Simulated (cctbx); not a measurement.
## Which space group?

Cell: a = 4.7420 Å, b = 4.7420 Å, c = 7.4650 Å, α = 90.00°, β = 90.00°, γ = 120.00°. Expected content of the cell: W4 Ni6 Ti2.

The data are simulated with cctbx, not measured: Mo Kα, λ = 0.71073 Å, to d = 0.8 Å, 80 % of the full sphere, strongest reflection 5000 counts, noise from counting, a 3 % proportional error and a noise floor of 2 counts (s.d.); no absorption.

A first pass over the reflections prints:

```text
928 reflections to d = 0.802 A
centring   violations  <I/sigma> of those
    A        362 of   457     12.6
    B        371 of   469     12.8
    C        387 of   474     12.7
    I        369 of   456     13.0
    R        499 of   625     13.1
    F        560 of   700     12.7
Laue class    unique    Rint  (classes that these axes allow; Friedel mates merged)
P -1              547   0.028
P 1 1 2/m         314   0.033
P -3              198   0.034
P -3 1 m          121   0.036
P -3 m 1          138   0.034
P 6/m             111   0.036
P 6/m m m          86   0.036
space group    extra absences  I>4sigma  <I/sigma>
P 6 2 2                 0          0         -  acentric
P 63 2 2                9          0       0.2  acentric
P 6 m m                 0          0         -  acentric
P 63 m c               85          0       0.0  acentric
P -6 m 2                0          0         -  acentric
P -6 2 m                0          0         -  acentric
P -6 2 c               85          0       0.0  acentric
P 6/m m m               0          0         -  centric
P 63/m m c             85          0       0.0  centric
Wilson B = 1.92 A^2   <|E^2-1|> = 0.877 (0.968 centric, 0.736 acentric)   E^2>4: 1.2 %
shell (A)         n   <I/sigma>
 7.47 - 1.53     18     35.0
 1.53 - 1.22     12     41.0
 1.22 - 1.06     16     41.4
 1.06 - 0.97     10     34.5
 0.97 - 0.90     11     28.2
 0.90 - 0.84      9     57.1
 0.84 - 0.80     10     23.2
```

**Question.** What are the lattice type, the Laue class and the likely space group?

Every centring test has many violations, so the lattice is primitive.

Rint stays low (0.028 to 0.036) up to P 6/m m m, the highest class in these axes.

9 settings pass the absence test. The most absences obeyed, 85, belong to P 63 m c, P -6 2 c and P 63/m m c, which absences can't tell apart.

⟨|E²−1|⟩ = 0.877 lies between the two ideal values. The Wilson B of 1.92 Å² means U ≈ 0.0243 Å².

The true group is P6_3/mmc (no. 194), Laue class 6/mmm, centrosymmetric. The tables only narrow the choice to the tied entries; cell content, site symmetry and trial solutions must settle it.

The model is made up (kin elements in a known structure type, no relaxation), so it says nothing on whether the phase exists.

[Logs are printed without paths, hosts, clocks, repeated set-up lines and the standing remarks that a program may print on its own settings, such as how far it seeks lower states.]
